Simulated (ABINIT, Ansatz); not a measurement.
# How the form of the self-energy moves the gap of GaN (P6_3mc), part 2 of 2

How much does the gap of GaN (P6_3mc) depend on the approximation to the self-energy?

ABINIT 10.8.3; PBE and many-body steps on it, plane waves. Known limits of the many-body steps: not at the basis limit; no spin-orbit coupling.

So far. Step 3 (Screening, 6×6×4 mesh, 144 bands, screening to 176.9 eV): Local fields lower ε∞ by 7 %. Step 4 (G0W0, Godby-Needs plasmon pole): The gap on the mesh goes from 1.99 eV to 2.87 eV, a correction of +0.87 eV.

The database entry behind the starting cell differs from later determinations by our own check (about 0.3 % short, ideal inner coordinate), so it need not match the best structure at ambient conditions.

## 5. G0W0, Hybertsen-Louie plasmon pole

Level of this step: G0W0 on PBE, plane waves, norm-conserving pseudopotentials (ABINIT).

Contents of run.abi:

```
acell 3*1.0 Angstrom
rprim 
  3.179999999980 0.000000000005 0.000000000000
  -1.589999999994 2.753960784015 0.000000000000
  0.000000000000 0.000000000000 5.166000000000
ntypat 2
znucl 31 7
natom 4
typat 1 1 2 2
xred 
  0.333333333333 0.666666666667 0.000000000000
  0.666666666667 0.333333333333 0.500000000000
  0.333333333333 0.666666666667 0.375000000000
  0.666666666667 0.333333333333 0.875000000000
pp_dirpath "pseudos"
pseudos "Ga.upf, N.upf"
ecut 45
ngkpt 6 6 4
nshiftk 1
shiftk 0 0 0
kptopt 1
chksymbreak 0
istwfk *1
occopt 1
irdwfk 1
optdriver 4
nband 144
gwcalctyp 0
ecutsigx 45
symsigma 1
nkptgw 1
kptgw 
  0.0000000000 0.0000000000 0.0000000000
bdgw 
  25 28
ecuteps 6.5
irdscr 1
ppmodel 2
indata_prefix "in"
outdata_prefix "out"
tmpdata_prefix "tmp"
```

Run with:

```bash
$ OMP_NUM_THREADS=1 mpirun -n 4 abinit run.abi > log
```

What it wrote:

```text
.Version 10.8.3 of ABINIT. v10.8.2 released Aug 2026.

 Symmetries : space group P6_3 m c (#186); Bravais hP (primitive hexag.)
[... echo of the input left out ...]
== DATASET  1 ==================================================================
-   mpi_nproc: 4, omp_nthreads: 1 (-1 if OMP is not activated)

--- !DatasetInfo
iteration_state: {dtset: 1, }
dimensions: {natom: 4, nkpt: 21, mband: 144, nsppol: 1, nspinor: 1, nspden: 1, mpw: 4428, }
cutoff_energies: {ecut:  45.0, pawecutdg:  -1.0, }
electrons: {nelect:   5.20000000E+01, charge:   0.00000000E+00, occopt:   1.00000000E+00, tsmear:   1.00000000E-02, }

 SIGMA: Calculation of the GW corrections

 Based on a program developped by R.W. Godby, V. Olevano, G. Onida, and L. Reining.
 Incorporated in ABINIT by V. Olevano, G.-M. Rignanese, and M. Torrent.
.Using double precision arithmetic ; gwpc =  8

[... cell and pseudopotentials left out ...]
--------------------------------------------------------------------------------

 ==== K-mesh for the wavefunctions ====
 Number of points in the irreducible wedge :    21
[... list of points left out ...]
 Together with 12 symmetry operations and time-reversal symmetry
 yields   144 points in the full Brillouin Zone.

 ==== Q-mesh for screening function ====
 Number of points in the irreducible wedge :    21
[... list of points left out ...]
 Together with 12 symmetry operations and time-reversal symmetry
 yields   144 points in the full Brillouin Zone.

 vcoul_init : cutoff-mode = AUXILIARY_FUNCTION
 q-points for optical limit:   1
     1)      0.000010    0.000020    0.000030
 setmesh: FFT mesh size selected  =    32x   32x   60
          total number of points  =        61440

 Number of electrons calculated from density =   52.0000; Expected =   52.0000
[...]
number of k-points in IBZ                          21
 number of q-points in IBZ                          21
 number of symmetry operations                      12
 number of k-points in BZ                          144
 number of q-points in BZ                          144
 number of frequencies for dSigma/dE                 9
 frequency step for dSigma/dE [eV]                0.25
 number of omega for Sigma on real axis              0
 max omega for Sigma on real axis  [eV]           0.00
 zcut for avoiding poles [eV]                     0.10

 EPSILON^-1 parameters (SCR file):
 dimension of the eps^-1 matrix on file            245
 dimension of the eps^-1 matrix used               245
 number of plane-waves for wavefunctions          4367
 number of bands                                   144
 number of q-points in IBZ                          21
 number of frequencies                               2
 number of real frequencies                          1
 number of imag frequencies                          1

 matrix elements of self-energy operator (all in [eV])

 Perturbative Calculation

--- !SelfEnergy_ee
iteration_state: {dtset: 1, }
kpoint     : [   0.000,    0.000,    0.000, ]
spin       : 1
KS_gap     :    1.995
QP_gap     :    3.018
Delta_QP_KS:    1.023
data: !SigmaeeData |
     Band     E0 <VxcDFT>   SigX SigC(E0)      Z dSigC/dE  Sig(E)    E-E0       E
       25   7.035 -19.131 -22.605   2.355   0.882  -0.133 -20.118  -0.987   6.048
       26   7.035 -19.131 -22.605   2.355   0.882  -0.133 -20.118  -0.987   6.048
       27   9.029 -14.219 -10.131  -4.046   0.890  -0.124 -14.182   0.036   9.065
       28  11.364 -14.010  -9.023  -4.835   0.890  -0.124 -13.874   0.136  11.499

== END DATASET(S) ==============================================================
================================================================================

 -outvars: echo values of variables after computation  --------
           etotal      0.0000000000E+00
            nband         144
             nkpt          21
          spgroup         186
 [... the other variables as echoed above ...]

 Calculation completed.
```

Run time: 28 s. Hardware: 4 MPI ranks of Intel Xeon Platinum 8259CL at 2.50GHz (Skylake/Cascade Lake), shared host; peak memory 2.4 GiB.

This step gave:

```
G0W0 gap on the points computed              : 3.017 eV
starting gap on the mesh                     : 1.995 eV
k of the valence top                         : 0, 0, 0
k of the conduction bottom                   : 0, 0, 0
Z at the valence top                         : 0.882
Z at the conduction bottom                   : 0.89
least direct G0W0 gap on the computed points : 3.017 eV
```

Against G0W0 in ABINIT (6×6×4 mesh, 144 bands, screening to 176.9 eV, Godby-Needs plasmon pole), the gap moves by +0.149 eV.

## 6. G0W0, Engel-Farid plasmon pole

run.abi: that of step 5 with these lines changed.

```diff
@@ -37,3 +37,3 @@
 irdscr 1
-ppmodel 2
+ppmodel 4
 indata_prefix "in"
```

What it wrote:

```text
.Version 10.8.3 of ABINIT. v10.8.2 released Aug 2026.

 Symmetries : space group P6_3 m c (#186); Bravais hP (primitive hexag.)
[... echo of the input left out ...]
== DATASET  1 ==================================================================
-   mpi_nproc: 4, omp_nthreads: 1 (-1 if OMP is not activated)

--- !DatasetInfo
iteration_state: {dtset: 1, }
dimensions: {natom: 4, nkpt: 21, mband: 144, nsppol: 1, nspinor: 1, nspden: 1, mpw: 4428, }
cutoff_energies: {ecut:  45.0, pawecutdg:  -1.0, }
[...]
26   7.035 -19.131 -22.605   2.799   0.815  -0.228 -19.681  -0.550   6.485
       27   9.029 -14.219 -10.131  -3.714   0.841  -0.189 -13.905   0.314   9.343
       28  11.364 -14.010  -9.023  -4.401   0.849  -0.178 -13.513   0.497  11.861

== END DATASET(S) ==============================================================
================================================================================

 -outvars: echo values of variables after computation  --------
           etotal      0.0000000000E+00
            nband         144
             nkpt          21
          spgroup         186
 [... the other variables as echoed above ...]

 Calculation completed.
```

Wall time 22 s (4 MPI ranks); peak memory 2.4 GiB; 87 s of CPU time.

Numbers from this step:

| Property | Result |
| --- | --- |
| G0W0 gap on the points computed | 2.858 eV |
| starting gap on the mesh | 1.995 eV |
| k of the valence top | 0, 0, 0 |
| k of the conduction bottom | 0, 0, 0 |
| least direct G0W0 gap on the computed points | 2.858 eV |

Against G0W0 in ABINIT (6×6×4 mesh, 144 bands, screening to 176.9 eV, Godby-Needs plasmon pole), the gap moves by −0.010 eV.

## 7. One-shot Hartree-Fock

This step: one-shot Hartree-Fock on PBE, plane waves, norm-conserving pseudopotentials.

run.abi: that of step 6 with these lines changed.

```diff
@@ -26,4 +26,4 @@
 optdriver 4
-nband 144
-gwcalctyp 0
+nband 30
+gwcalctyp 5
 ecutsigx 45
@@ -35,5 +35,4 @@
   25 28
-ecuteps 6.5
-irdscr 1
-ppmodel 4
+ixc_sigma 40
+fftgw 31
 indata_prefix "in"
```

What it wrote:

```text
.Version 10.8.3 of ABINIT. v10.8.2 released Aug 2026.

 Symmetries : space group P6_3 m c (#186); Bravais hP (primitive hexag.)
[... echo of the input left out ...]
== DATASET  1 ==================================================================
-   mpi_nproc: 4, omp_nthreads: 1 (-1 if OMP is not activated)

--- !DatasetInfo
iteration_state: {dtset: 1, }
dimensions: {natom: 4, nkpt: 21, mband: 30, nsppol: 1, nspinor: 1, nspden: 1, mpw: 4428, }
cutoff_energies: {ecut:  45.0, pawecutdg:  -1.0, }
[...]
26   7.035 -19.131 -22.605   0.000   1.000   0.000 -22.605  -3.474   3.561
       27   9.029 -14.219 -10.131   0.000   1.000   0.000 -10.131   4.087  13.116
       28  11.364 -14.010  -9.023   0.000   1.000   0.000  -9.023   4.987  16.351

== END DATASET(S) ==============================================================
================================================================================

 -outvars: echo values of variables after computation  --------
           etotal      0.0000000000E+00
            nband          30
             nkpt          21
          spgroup         186
 [... the other variables as echoed above ...]

 Calculation completed.
```

Elapsed: 8 s, on 4 MPI ranks; peak memory 1.1 GiB.

This step gave:

- quasiparticle gap on the points computed: 9.555 eV
- starting gap on the mesh: 1.995 eV
- k of the valence top: 0, 0, 0
- k of the conduction bottom: 0, 0, 0
- least direct quasiparticle gap on the computed points: 9.555 eV

Against G0W0 in ABINIT (6×6×4 mesh, 144 bands, screening to 176.9 eV, Godby-Needs plasmon pole), the gap moves by +6.687 eV.

## 8. Side by side

Times are wall times on 4 MPI ranks of Intel Xeon Platinum 8259CL at 2.50GHz (Skylake/Cascade Lake), shared host, good to a factor of about two. A run's time includes the screening step that it read.

```csv
run,mesh,bands,screening cutoff (eV),DFT gap (eV),gap on the mesh (eV),direct (eV),ε∞ used,time
"G0W0, Godby-Needs plasmon pole",6×6×4,144,176.9,1.995,2.868,2.868,5.77,25 min
"G0W0, Hybertsen-Louie plasmon pole",6×6×4,144,176.9,1.995,3.017,3.017,5.77,25 min
"G0W0, Engel-Farid plasmon pole",6×6×4,144,176.9,1.995,2.858,2.858,5.77,25 min
one-shot Hartree-Fock,6×6×4,-,-,1.995,9.555,9.555,-,8 s
```

## 9. What came out

```
G0W0, Godby-Needs plasmon pole     : 2.868 eV
G0W0, Hybertsen-Louie plasmon pole : 3.017 eV
G0W0, Engel-Farid plasmon pole     : 2.858 eV
one-shot Hartree-Fock              : 9.555 eV
known limits                       : not at the basis limit; no spin-orbit coupling
```

What this shows: G0W0, Hybertsen-Louie plasmon pole: +0.149 eV against G0W0, Godby-Needs plasmon pole. G0W0, Engel-Farid plasmon pole: −0.010 eV against G0W0, Godby-Needs plasmon pole. One-shot Hartree-Fock: +6.687 eV against G0W0, Godby-Needs plasmon pole. Bare exchange alone opens the gap to 9.55 eV; against G0W0, correlation takes back 6.69 eV. Bands and cutoff are finite, so the gap is not at the basis limit. The miss can reach some tenths of an eV and take either sign; the mesh is an error of its own. In the first G0W0 run levels were corrected at 1 k point alone, so a gap called «on the mesh» is the least over those, and an edge elsewhere would be missed. The many-body steps are scalar-relativistic: spin-orbit coupling is not in them.

[Paths, hosts, dates, memory and timing lines, banners, echoed tables and standing remarks are left out of the program output.]

[Logs are printed without paths, hosts, clocks, repeated set-up lines and the standing remarks that a program may print on its own settings, such as how far it seeks lower states.]

[Runs of the session that timed out or met a known fault of the program may be left out.]

[No measured gap is set beside runs whose start may be inverted or whose files or cutoffs have a known fault.]

[Hosts, paths, dates, database ids (printed as entryN), source tags and the programs' standing remarks are cut or masked in the printed files.]

[G0W0 gaps are taken among the corrected bands and points alone; a level outside them can change the order at an edge.]

[Where Ansatz stands beside ABINIT at settings called matched, ABINIT's density can come from a denser mesh and the files from another edition; pairs whose starting gaps differed by over 0.03 eV were left out, so agreement reads better than it is.]
